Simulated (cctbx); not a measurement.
## Accept or mend?

Cell a = 11.8130 Å, b = 11.8130 Å, c = 15.7760 Å, α = 90.00°, β = 90.00°, γ = 90.00°; space group I4/mcm (no. 140).

The data are simulated with cctbx, not measured: Mo Kα, λ = 0.71073 Å, to d = 0.84 Å, 70 % of the full sphere, strongest reflection 20000 counts, noise from counting, a 3 % proportional error and a noise floor of 2 counts (s.d.); no absorption.

An anisotropic refinement with weights 1/σ² prints:

```text
Rint 0.026, 89 unique reflections to 1.60 A
cycle     R1     wR2    GooF  max shift (A)
   1  0.0081  0.0203   1.454   0.00188
   2  0.0070  0.0135   0.970   0.00000
final R1 0.0070 wR2 0.0135 GooF 0.970  parameters 31  data/parameter 2.9
atom        x        y        z      Ueq    occ   su(xyz)  su(Uiso or U11)
Pb1    0.00000  0.00000  0.25000   0.0083  1.000  0.00000  0.0007
Y1     0.16927  0.33073  0.00000   0.0129  1.000  0.00007  0.0009
Y2     0.20109  0.06419  0.13573   0.0101  1.000  0.00007  0.0008
Y3     0.50000  0.00000  0.35317   0.0072  1.000  0.00008  0.0010
Ga1    0.17863  0.32137  0.20316   0.0103  1.000  0.00007  0.0008
Ga2    0.00000  0.00000  0.00000   0.0066  1.000  0.00000  0.0014
Ga3    0.11379  0.38621  0.50000   0.0102  1.000  0.00009  0.0008
difference map: max 0.14 min -0.10 rms 0.04
Q1    0.0261  0.2419  0.5000   16    0.14  1.99 A from Ga3
Q2    0.0000  0.0000  0.1427    8    0.12  1.69 A from Pb1
Q3    0.0579  0.3714  0.5000   16    0.10  0.68 A from Ga3
Q4    0.2041  0.2959  0.0000    8    0.09  0.58 A from Y1
Q5    0.2137  0.2863  0.1431   16    0.08  1.11 A from Ga1
Q6    0.0254  0.3617  0.3422   32    0.07  1.67 A from Y3
```

**Question.** Can this result stand? If not, what is the likely fault?

Mend it. The fault: data cut at low resolution. Against the right model at the same level, R1 goes from 0.0073 to 0.0070 and GooF from 0.95 to 0.97. The atoms are right, but there are too few data for the parameters: R1 flatters and the s.u.s grow. Data per parameter fall from 17.5 to 2.9.

The compound is Y12Ga7Pb. The right model at the same level gives:

```text
Rint 0.029, 544 unique reflections to 0.84 A
cycle     R1     wR2    GooF  max shift (A)
   1  0.0164  0.0485   2.684   0.00085
   2  0.0073  0.0171   0.946   0.00000
final R1 0.0073 wR2 0.0171 GooF 0.946  parameters 31  data/parameter 17.5
atom        x        y        z      Ueq    occ   su(xyz)  su(Uiso or U11)
Pb1    0.00000  0.00000  0.25000   0.0084  1.000  0.00000  0.0001
Y1     0.16930  0.33070  0.00000   0.0133  1.000  0.00002  0.0001
Y2     0.20101  0.06419  0.13572   0.0104  1.000  0.00001  0.0001
Y3     0.50000  0.00000  0.35318   0.0071  1.000  0.00002  0.0001
Ga1    0.17858  0.32142  0.20321   0.0108  1.000  0.00002  0.0001
Ga2    0.00000  0.00000  0.00000   0.0064  1.000  0.00000  0.0002
Ga3    0.11386  0.38614  0.50000   0.0096  1.000  0.00002  0.0001
difference map: max 0.41 min -0.38 rms 0.08
Q1    0.0409  0.2374  0.5000   16    0.43  1.96 A from Ga3
Q2    0.0000  0.0000  0.1413    8    0.37  1.71 A from Pb1
Q3    0.0210  0.4097  0.5000   16    0.33  1.13 A from Ga3
Q4    0.2076  0.2924  0.0000    8    0.27  0.64 A from Y1
Q5    0.0574  0.4426  0.1486   16    0.26  0.96 A from Y3
Q6    0.0000  0.5000  0.2008    8    0.22  0.85 A from Y3
```

The model was made for the exercise: a known structure type with other elements put in, its volume estimated, not relaxed; displacement parameters are assumed.

[Middle refinement cycles are left out of these outputs.]

[Logs are printed without paths, hosts, clocks, repeated set-up lines and the standing remarks that a program may print on its own settings, such as how far it seeks lower states.]
